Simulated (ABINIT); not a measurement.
# Quasiparticle gap of La2O3 (P-3m1) in ABINIT

Aim: the G0W0 gap of La2O3 (P-3m1) on PBE, step by step.

Program: ABINIT 10.8.3. Level of theory: PBE and many-body steps on it, plane waves. Values are calculated unless marked as measured.

## (1) Starting point

It takes space group P-3m1 (No. 164, trigonal). The conventional cell has a = 3.931 Å, b = 3.931 Å, c = 6.112 Å, α = 90.00°, β = 90.00°, γ = 120.00°. La has 7 O at 2.36 to 2.72 Å nearest. O has 4 La at 2.36 to 2.44 Å nearest. O has 6 La at 2.72 Å nearest. Farther neighbours, and contacts between anions beyond the nearest, are not listed.

The cell and positions are those that the Materials Project relaxed with its own functionals (PBE, PBE+U or r2SCAN), kept fixed.

## (2) Ground state

This step: ABINIT 10.8.3; DFT, PBE, plane waves, norm-conserving pseudopotentials.

The ground-state density comes first.

File run.abi:

```
acell 3*1.0 Angstrom
rprim 
  3.930777878010 -0.000000000002 0.000000000000
  -1.965388939003 3.404153498992 0.000000000000
  0.000000000000 0.000000000000 6.111953520000
ntypat 2
znucl 57 8
natom 5
typat 1 1 2 2 2
xred 
  0.666666666667 0.333333333333 0.753764320000
  0.333333333333 0.666666666667 0.246235680000
  0.666666666667 0.333333333333 0.354109350000
  0.333333333333 0.666666666667 0.645890650000
  0.000000000000 0.000000000000 0.000000000000
pp_dirpath "pseudos"
pseudos "La.upf, O.upf"
ecut 50
ngkpt 6 6 4
nshiftk 1
shiftk 0 0 0
kptopt 1
chksymbreak 0
nband 26
occopt 1
tolvrs 1e-10
nstep 60
prtwf 0
optforces 0
optstress 0
indata_prefix "in"
outdata_prefix "out"
tmpdata_prefix "tmp"
```

Launch:

```sh
OMP_NUM_THREADS=1 mpirun -n 8 abinit run.abi > log
```

The log of the run:

```text
.Version 10.8.3 of ABINIT. v10.8.2 released Aug 2026.

 Symmetries : space group P-3 m 1 (#164); Bravais hP (primitive hexag.)
================================================================================
 Values of the parameters that define the memory need of the present run
     intxc =       0    ionmov =       0      iscf =       7    lmnmax =       8
     lnmax =       8     mgfft =      75  mpssoang =       4    mqgrid =    3677
     natom =       5  nloc_mem =       1    nspden =       1   nspinor =       1
    nsppol =       1      nsym =      12    n1xccc =    2501    ntypat =       2
    occopt =       1   xclevel =       2
-    mband =          26        mffmem =           1         mkmem =           3
       mpw =        9351          nfft =      172800          nkpt =          24
================================================================================
  Rough estimation (10% accuracy) of disk space for files :
================================================================================

--------------------------------------------------------------------------------
------------- Echo of variables that govern the present computation ------------
--------------------------------------------------------------------------------
 -outvars: echo values of preprocessed input variables --------
            acell      1.8897261259E+00  1.8897261259E+00  1.8897261259E+00 Bohr

      chksymbreak           0
             ecut      5.00000000E+01 Hartree
-          fftalg         312

              ixc     -101130
              kpt      0.00000000E+00  0.00000000E+00  0.00000000E+00
                       1.66666667E-01  0.00000000E+00  0.00000000E+00
                       3.33333333E-01  0.00000000E+00  0.00000000E+00
                       5.00000000E-01  0.00000000E+00  0.00000000E+00
                       1.66666667E-01  1.66666667E-01  0.00000000E+00
                       3.33333333E-01  1.66666667E-01  0.00000000E+00
                       3.33333333E-01  3.33333333E-01  0.00000000E+00
                       0.00000000E+00  0.00000000E+00  2.50000000E-01
                       1.66666667E-01  0.00000000E+00  2.50000000E-01
   [... 13 further rows ...]
                       3.33333333E-01  1.66666667E-01  5.00000000E-01
                       3.33333333E-01  3.33333333E-01  5.00000000E-01
         kptrlatt        6    0    0      0    6    0      0    0    4
          kptrlen      4.45685619E+01
P           mkmem           3
            natom           5
            nband          26
            ngfft          48      48      75
             nkpt          24
            nstep          60
             nsym          12
           ntypat           2
              occ      2.000000  2.000000  2.000000  2.000000  2.000000  2.000000
                       2.000000  2.000000  2.000000  2.000000  2.000000  2.000000
                       2.000000  2.000000  2.000000  2.000000  2.000000  2.000000
                       2.000000  2.000000  0.000000  0.000000  0.000000  0.000000
                       0.000000  0.000000
        optforces           0
        optstress           0
            prtwf           0
            rprim      3.9307778780E+00 -2.0000000000E-12  0.0000000000E+00
[...]
spgroup         164

           tolvrs      1.00000000E-10

             xred      6.6666666667E-01  3.3333333333E-01  7.5376432000E-01
[...]
znucl       57.00000    8.00000

================================================================================

 chkinp: Checking input parameters for consistency.

================================================================================
== DATASET  1 ==================================================================
-   mpi_nproc: 8, omp_nthreads: 1 (-1 if OMP is not activated)

--- !DatasetInfo
iteration_state: {dtset: 1, }
dimensions: {natom: 5, nkpt: 24, mband: 26, nsppol: 1, nspinor: 1, nspden: 1, mpw: 9351, }
cutoff_energies: {ecut:  50.0, pawecutdg:  -1.0, }
electrons: {nelect:   4.00000000E+01, charge:   0.00000000E+00, occopt:   1.00000000E+00, tsmear:   1.00000000E-02, }

 Real(R)+Recip(G) space primitive vectors, cartesian coordinates (Bohr,Bohr^-1):
 R(1)=  7.4280937  0.0000000  0.0000000  G(1)=  0.1346240  0.0777252  0.0000000
 R(2)= -3.7140468  6.4329178  0.0000000  G(2)=  0.0000000  0.1554505  0.0000000
 R(3)=  0.0000000  0.0000000 11.5499182  G(3)=  0.0000000  0.0000000  0.0865807
 Unit cell volume ucvol=  5.5190494E+02 bohr^3
 Angles (23,13,12)=  9.00000000E+01  9.00000000E+01  1.20000000E+02 degrees

 getcut: wavevector=  0.0000  0.0000  0.0000  ngfft=  48  48  75
         ecut(hartree)=     50.000   => boxcut(ratio)=   2.01281

--- Pseudopotential description ------------------------------------------------
- La Generated using ONCVPSP code by D. R. Hamann
- 57.00000  11.00000  171031                  znucl, zion, pspdat
12 -101130 3 -1 1812                          pspcod,pspxc,lmax,lloc,mmax
     nproj     2     2     2     2
  pspatm : epsatm=   29.83565565
         --- l  ekb(1:nproj) -->
[...]
pspatm: atomic psp has been read  and splines computed

- O Generated using ONCVPSP code by D. R. Hamann
-  8.00000   6.00000  171031                  znucl, zion, pspdat
12 -101130 2 -1 936                           pspcod,pspxc,lmax,lloc,mmax
     nproj     2     2     1     0
  pspatm : epsatm=    6.19545534
         --- l  ekb(1:nproj) -->
[...]
2   -1.331955
 pspatm: atomic psp has been read  and splines computed

   3.13030709E+03                                ecore*ucvol(ha*bohr**3)
--------------------------------------------------------------------------------

_setup2: Arith. and geom. avg. npw (full set) are    9319.521    9319.510

================================================================================

--- !BeginCycle
iteration_state: {dtset: 1, }
solver: {iscf: 7, nstep: 60, nline: 4, wfoptalg: 0, }
tolerances: {tolvrs: 1.00E-10, }

     iter   Etot(hartree)      deltaE(h)  residm     vres2
 ETOT  1  -119.61477989145    -1.196E+02 9.009E-02 2.892E+03
 ETOT  2  -118.82542689691     7.894E-01 9.612E-02 7.118E+03
 ETOT  3  -120.19126445943    -1.366E+00 1.825E-02 2.306E+01
 ETOT  4  -120.20599440121    -1.473E-02 2.489E-02 3.880E+01
 ETOT  5  -120.20852693606    -2.533E-03 6.975E-03 2.158E+01
 ETOT  6  -120.21082320072    -2.296E-03 1.136E-02 9.390E+00
 ETOT  7  -120.21173230661    -9.091E-04 6.563E-03 2.152E+00
 ETOT  8  -120.21205679069    -3.245E-04 5.405E-03 7.840E-02
 ETOT  9  -120.21208452976    -2.774E-05 7.846E-03 7.666E-03
 ETOT 10  -120.21208739254    -2.863E-06 5.100E-03 2.528E-02
[...]
ETOT 30  -120.21209313541    -4.192E-12 3.465E-04 1.353E-08
 ETOT 31  -120.21209313541    -1.421E-14 2.532E-04 3.670E-09
 ETOT 32  -120.21209313542    -2.046E-12 3.326E-04 3.415E-10
 ETOT 33  -120.21209313542     1.421E-12 2.405E-04 1.957E-10
 ETOT 34  -120.21209313541     1.421E-12 3.146E-04 8.091E-11

 At SCF step   34       vres2   =  8.09E-11 < tolvrs=  1.00E-10 =>converged.

--- !ResultsGS
iteration_state: {dtset: 1, }
comment   : Summary of ground state results
lattice_vectors:
- [  7.4280937,  -0.0000000,   0.0000000, ]
- [ -3.7140468,   6.4329178,   0.0000000, ]
- [  0.0000000,   0.0000000,  11.5499182, ]
lattice_lengths: [   7.42809,    7.42809,   11.54992, ]
lattice_angles: [ 90.000,  90.000, 120.000, ] # degrees, (23, 13, 12)
lattice_volume:   5.5190494E+02
convergence: {deltae:  1.421E-12, res2:  8.091E-11, residm:  3.146E-04, diffor:  0.000E+00, }
etotal    :  -1.20212093E+02
entropy   :   0.00000000E+00
fermie    :   2.20796697E-01
cartesian_stress_tensor: null
pressure_GPa: null
xred      :
- [  6.6667E-01,   3.3333E-01,   7.5376E-01, La]
- [  3.3333E-01,   6.6667E-01,   2.4624E-01, La]
- [  6.6667E-01,   3.3333E-01,   3.5411E-01,  O]
- [  3.3333E-01,   6.6667E-01,   6.4589E-01,  O]
- [  2.0354E-16,   1.1102E-16,   2.2204E-16,  O]
cartesian_forces: null
force_length_stats: {min: null, max: null, mean: null, }

 Integrated electronic density in atomic spheres:
 ------------------------------------------------
 Atom  Sphere_radius  Integrated_density
[...]
================================================================================

 ----iterations are completed or convergence reached----

 Mean square residual over all n,k,spin=   61.303E-07; max=  31.464E-05
 reduced coordinates (array xred) for    5 atoms
       0.666667      0.333333      0.753764
       0.333333      0.666667      0.246236
       0.666667      0.333333      0.354109
       0.333333      0.666667      0.645891
       0.000000      0.000000      0.000000
 rms dE/dt=  0.0000E+00; max dE/dt=  0.0000E+00; dE/dt below (all hartree)
    1       0.000000      0.000000      0.000000
    2       0.000000      0.000000      0.000000
    3       0.000000      0.000000      0.000000
    4       0.000000      0.000000      0.000000
    5       0.000000      0.000000      0.000000

 cartesian coordinates (angstrom) at end:
    1      1.965389     1.134718     4.606972
    2      1.33e-12     2.269436     1.504981
    3      1.965389     1.134718     2.164300
    4      1.33e-12     2.269436     3.947654
    5      0.000000     0.000000     0.000000
 length scales=  1.889726  1.889726  1.889726 bohr
              =  1.000000  1.000000  1.000000 angstroms
 prteigrs : about to open file out_EIG
 Fermi (or HOMO) energy (hartree) =   0.22080   Average Vxc (hartree)=  -0.39552
 Eigenvalues (hartree) for nkpt=  24  k points:
 kpt#   1, nband= 26, wtk=  0.00694, kpt=  0.0000  0.0000  0.0000 (reduced coord)
  -0.87491   -0.86597   -0.40039   -0.35391   -0.33776   -0.26738   -0.26738   -0.25881
  -0.25881   -0.25492   -0.22700    0.13349    0.13349    0.14013    0.14013    0.14451
   0.16010    0.20684    0.20684    0.21641    0.37856    0.38890    0.38890    0.41038
   0.41732    0.42309
 prteigrs : prtvol=0 or 1, do not print more k-points.

--- !EnergyTerms
iteration_state     : {dtset: 1, }
comment             : Components of total free energy in Hartree
kinetic             :  5.054703E+01
hartree             :  1.952078E+01
xc                  : -2.948119E+01
Ewald energy        : -9.791645E+01
psp_core            :  5.671823E+00
local_psp           : -6.812497E+01
non_local_psp       : -4.291168E-01
total_energy        : -1.202121E+02
total_energy_eV     : -3.271138E+03
band_energy         : -5.667794E+00

== END DATASET(S) ==============================================================
================================================================================

 -outvars: echo values of variables after computation  --------
           etotal     -1.2021209314E+02
            nband          26
             nkpt          24
          spgroup         164
 [... the other variables as echoed above ...]

 Calculation completed.
```

Wall time 75 s (8 MPI ranks of Arm Neoverse V2, shared host); peak memory 0.85 GiB; 10 min of CPU time.

This step gave:

```
total energy               : -3271.1377 eV
gap                        : 3.849 eV
k of the valence top       : 0.5, 0, 0.5
k of the conduction bottom : 0.5, 0, 0
least direct gap           : 3.982 eV
```

The gap is indirect, with the least direct gap 0.13 eV higher.

## (3) Empty states on the mesh, 3×3×2 mesh, 161 bands

The sums over transitions need many empty states on a uniform mesh; this step solves for them.

run.abi, as its differences from that of step 2:

```diff
@@ -18,3 +18,3 @@
 ecut 50
-ngkpt 6 6 4
+ngkpt 3 3 2
 nshiftk 1
@@ -23,9 +23,10 @@
 chksymbreak 0
-nband 26
-occopt 1
-tolvrs 1e-10
+iscf -2
+irdden 1
+istwfk *1
+nband 161
+nbdbuf 14
+tolwfr 1e-09
 nstep 60
-prtwf 0
-optforces 0
-optstress 0
+prtvol 0
 indata_prefix "in"
```

Launch:

```sh
OMP_NUM_THREADS=1 mpirun -n 6 abinit run.abi > log
```

The log of the run:

```text
.Version 10.8.3 of ABINIT. v10.8.2 released Aug 2026.

 Symmetries : space group P-3 m 1 (#164); Bravais hP (primitive hexag.)
[... echo of the input left out ...]
== DATASET  1 ==================================================================
-   mpi_nproc: 6, omp_nthreads: 1 (-1 if OMP is not activated)

--- !DatasetInfo
iteration_state: {dtset: 1, }
dimensions: {natom: 5, nkpt: 6, mband: 161, nsppol: 1, nspinor: 1, nspden: 1, mpw: 9367, }
cutoff_energies: {ecut:  50.0, pawecutdg:  -1.0, }
electrons: {nelect:   4.00000000E+01, charge:   0.00000000E+00, occopt:   1.00000000E+00, tsmear:   1.00000000E-02, }

 Real(R)+Recip(G) space primitive vectors, cartesian coordinates (Bohr,Bohr^-1):
 R(1)=  7.4280937  0.0000000  0.0000000  G(1)=  0.1346240  0.0777252  0.0000000
 R(2)= -3.7140468  6.4329178  0.0000000  G(2)=  0.0000000  0.1554505  0.0000000
 R(3)=  0.0000000  0.0000000 11.5499182  G(3)=  0.0000000  0.0000000  0.0865807
 Unit cell volume ucvol=  5.5190494E+02 bohr^3
 Angles (23,13,12)=  9.00000000E+01  9.00000000E+01  1.20000000E+02 degrees

 getcut: wavevector=  0.0000  0.0000  0.0000  ngfft=  48  48  75
         ecut(hartree)=     50.000   => boxcut(ratio)=   2.01281

--- Pseudopotential description ------------------------------------------------
- La Generated using ONCVPSP code by D. R. Hamann
- 57.00000  11.00000  171031                  znucl, zion, pspdat
12 -101130 3 -1 1812                          pspcod,pspxc,lmax,lloc,mmax
     nproj     2     2     2     2
  pspatm : epsatm=   29.83565565
         --- l  ekb(1:nproj) -->
             0    6.631488    0.621657
             1    6.300998    1.146612
             2    3.569192    0.839626
[...]
pspatm: atomic psp has been read  and splines computed

- O Generated using ONCVPSP code by D. R. Hamann
-  8.00000   6.00000  171031                  znucl, zion, pspdat
12 -101130 2 -1 936                           pspcod,pspxc,lmax,lloc,mmax
     nproj     2     2     1     0
  pspatm : epsatm=    6.19545534
         --- l  ekb(1:nproj) -->
[...]
2   -1.331955
 pspatm: atomic psp has been read  and splines computed

--------------------------------------------------------------------------------

================================================================================
 prteigrs : about to open file out_EIG
 Non-SCF case, kpt    1 (  0.00000  0.00000  0.00000), residuals and eigenvalues=
  4.94E-10  3.01E-10  4.81E-10  6.73E-10  9.64E-10  1.34E-10  2.07E-10  1.63E-10
  3.64E-10  8.66E-10  7.44E-10  2.38E-10  9.36E-10  1.72E-10  7.46E-10  1.60E-10
  7.04E-10  2.63E-10  8.27E-10  3.22E-10  2.62E-10  2.66E-10  2.55E-10  2.45E-10
[...]
8.12E-05
 -8.7491E-01 -8.6597E-01 -4.0039E-01 -3.5391E-01 -3.3776E-01 -2.6738E-01
 -2.6738E-01 -2.5881E-01 -2.5881E-01 -2.5492E-01 -2.2700E-01  1.3349E-01
  1.3349E-01  1.4013E-01  1.4013E-01  1.4451E-01  1.6010E-01  2.0684E-01
[...]
2.6278E+00  2.6307E+00  2.6307E+00  2.6417E+00  2.6417E+00  2.7363E+00
  2.7363E+00  2.7480E+00  2.7480E+00  2.7920E+00  2.7920E+00  2.8174E+00
  2.8249E+00  2.8562E+00  2.8563E+00  2.8578E+00  2.8578E+00
 prteigrs : prtvol=0 or 1, do not print more k-points.

--- !ResultsGS
iteration_state: {dtset: 1, }
comment   : Summary of ground state results
lattice_vectors:
- [  7.4280937,  -0.0000000,   0.0000000, ]
- [ -3.7140468,   6.4329178,   0.0000000, ]
- [  0.0000000,   0.0000000,  11.5499182, ]
lattice_lengths: [   7.42809,    7.42809,   11.54992, ]
lattice_angles: [ 90.000,  90.000, 120.000, ] # degrees, (23, 13, 12)
lattice_volume:   5.5190494E+02
convergence: {deltae:  0.000E+00, res2:  0.000E+00, residm:  9.984E-10, diffor:  0.000E+00, }
etotal    :  -1.20212093E+02
entropy   :   0.00000000E+00
fermie    :   2.20796697E-01
cartesian_stress_tensor: null
pressure_GPa: null
xred      :
- [  6.6667E-01,   3.3333E-01,   7.5376E-01, La]
- [  3.3333E-01,   6.6667E-01,   2.4624E-01, La]
- [  6.6667E-01,   3.3333E-01,   3.5411E-01,  O]
- [  3.3333E-01,   6.6667E-01,   6.4589E-01,  O]
- [  2.0354E-16,   1.1102E-16,   2.2204E-16,  O]
cartesian_forces: null
force_length_stats: {min: null, max: null, mean: null, }

 Integrated electronic density in atomic spheres:
 ------------------------------------------------
 Atom  Sphere_radius  Integrated_density
[...]
================================================================================

 ----iterations are completed or convergence reached----

 Mean square residual over all n,k,spin=   42.865E-11; max=  99.840E-11
 reduced coordinates (array xred) for    5 atoms
[...]
0.333333      0.666667      0.645891
       0.000000      0.000000      0.000000

 cartesian coordinates (angstrom) at end:
    1      1.965389     1.134718     4.606972
    2      1.33e-12     2.269436     1.504981
    3      1.965389     1.134718     2.164300
    4      1.33e-12     2.269436     3.947654
    5      0.000000     0.000000     0.000000
 length scales=  1.889726  1.889726  1.889726 bohr
              =  1.000000  1.000000  1.000000 angstroms
 prteigrs : about to open file out_EIG
 Eigenvalues (hartree) for nkpt=   6  k points:
 kpt#   1, nband=161, wtk=  0.05556, kpt=  0.0000  0.0000  0.0000 (reduced coord)
[...]
2.62778    2.63073    2.63073    2.64172    2.64172    2.73635    2.73635    2.74804
   2.74804    2.79204    2.79204    2.81742    2.82485    2.85624    2.85628    2.85777
   2.85781
 prteigrs : prtvol=0 or 1, do not print more k-points.

== END DATASET(S) ==============================================================
================================================================================

 -outvars: echo values of variables after computation  --------
            nband         161
             nkpt           6
          spgroup         164
 [... the other variables as echoed above ...]

 Calculation completed.
```

Wall time 51 s (6 MPI ranks); peak memory 0.7 GiB.

This step gave:

```
gap                                                           : 3.940 eV
k of the valence top                                          : 0.3333, 0, 0.5
k of the conduction bottom                                    : 0.3333, 0.3333, 0
least direct gap                                              : 3.982 eV
k points computed                                             : 6
lowest point of the top converged band, above the valence top : 65.0279 eV
```

On this mesh the gap is 3.940 eV. The earlier step found 3.849 eV, so this mesh misses an edge.

[end of part 1 of 2]

[Long decimals in the printed logs are rounded to 6 places.]

[Logs are printed without paths, hosts, clocks, repeated set-up lines and the standing remarks that a program may print on its own settings, such as how far it seeks lower states.]

[Paths, hosts, dates, memory and timing lines, banners, echoed tables and standing remarks are left out of the program output; an Ansatz launch command may be rebuilt from the run's recorded settings. Measured values are a selection of at most five: reports struck by readers or far from the other reports are left out. None is set beside runs whose start may be inverted or whose files or cutoffs have a known fault.]

[Runs of the session that timed out or met a known fault of the program may be left out.]

[Hosts, paths, dates, database ids (printed as entryN), source tags and the programs' standing remarks are cut or masked in the printed files.]

[G0W0 gaps are taken among the corrected bands and points alone; a level outside them can change the order at an edge.]

[Where Ansatz stands beside ABINIT at settings called matched, ABINIT's density can come from a denser mesh and the files from another edition; pairs whose starting gaps differed by over 0.03 eV were left out, so agreement reads better than it is.]
